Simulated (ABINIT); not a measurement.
Records of electronic-structure calculations.

## Quasiparticle gap of AlN (P6_3mc) in ABINIT

Symmetry: P6_3mc, No. 186, hexagonal system. The conventional cell has a = 3.113 Å, b = 3.113 Å, c = 4.981 Å, α = 90.00°, β = 90.00°, γ = 120.00°. Nearest to Al lie 4 N at 1.89 Å. Nearest to N lie 4 Al at 1.89 Å. Farther neighbours, and contacts between anions beyond the nearest, are not listed.

```xyz
4
Lattice="3.1130 0.0000 0.0000 -1.5565 2.6959 0.0000 0.0000 0.0000 4.9810" Properties=species:S:1:pos:R:3 pbc="T T T"
Al    0.0000    1.7973    0.0000
Al    1.5565    0.8986    2.4905
N     0.0000    1.7973    1.8928
N     1.5565    0.8986    4.3833
```

| Quantity | Value |
| --- | --- |
| method | RPA screening on PBE, plane waves, norm-conserving pseudopotentials (and 2 further levels or steps) |
| program | ABINIT 10.8.3 |
| settings | cutoff 36 Ha, PseudoDojo scalar-relativistic 0.4.1 standard, norm-conserving, ngkpt (3, 3, 4), nband 75, ecuteps 5 Ha, inclvkb 2, shiftk (0, 0, 0), symchi 1, awtr 1, frequency ppm, 3×3×4 k-mesh |
| cost | 5 runs, 29 s in all on 8 MPI ranks of AMD EPYC 9R45, shared host |
| notes | The database entry behind the starting cell differs from other determinations of this structure. The program’s warnings: nkpt*nsppol () is not a multiple of nproc spkpt (). The cell and positions come from the Crystallography Open Database and are kept as given unless a step says otherwise. The 3×3×4 mesh is coarse for this cell, which bears on the long-range parts of exchange and screening. |
| PBE gap | 4.22 eV, direct |
| G0W0 gap on the mesh | 5.36 eV |
| GW settings | 3×3×4 mesh, 75 bands, screening to 136.1 eV, Godby-Needs plasmon pole |
| known limits | short of the basis limit; coarse k mesh |

G0W0 moves the gap on the mesh from 4.22 eV to 5.36 eV (+1.14 eV), with Z of 0.80 and 0.83 at the edges. Local fields lower the RPA ε∞ on this mesh from 5.36 to 4.90; a Γ-centred mesh this coarse tends to raise both, most where the direct gap is narrow, while a short band sum lowers them.

[Long decimals in the printed logs are rounded to 6 places.]

[Logs are printed without paths, hosts, clocks, repeated set-up lines and the standing remarks that a program may print on its own settings, such as how far it seeks lower states.]

[Paths, hosts, dates, memory and timing lines, banners, echoed tables and standing remarks are left out of the program output; an Ansatz launch command may be rebuilt from the run's recorded settings. Measured values are a selection of at most five: reports struck by readers or far from the other reports are left out. None is set beside runs whose start may be inverted or whose files or cutoffs have a known fault.]

[Runs of the session that timed out or met a known fault of the program may be left out.]

[Hosts, paths, dates, database ids (printed as entryN), source tags and the programs' standing remarks are cut or masked in the printed files.]

[G0W0 gaps are taken among the corrected bands and points alone; a level outside them can change the order at an edge.]

[Where Ansatz stands beside ABINIT at settings called matched, ABINIT's density can come from a denser mesh and the files from another edition; pairs whose starting gaps differed by over 0.03 eV were left out, so agreement reads better than it is.]
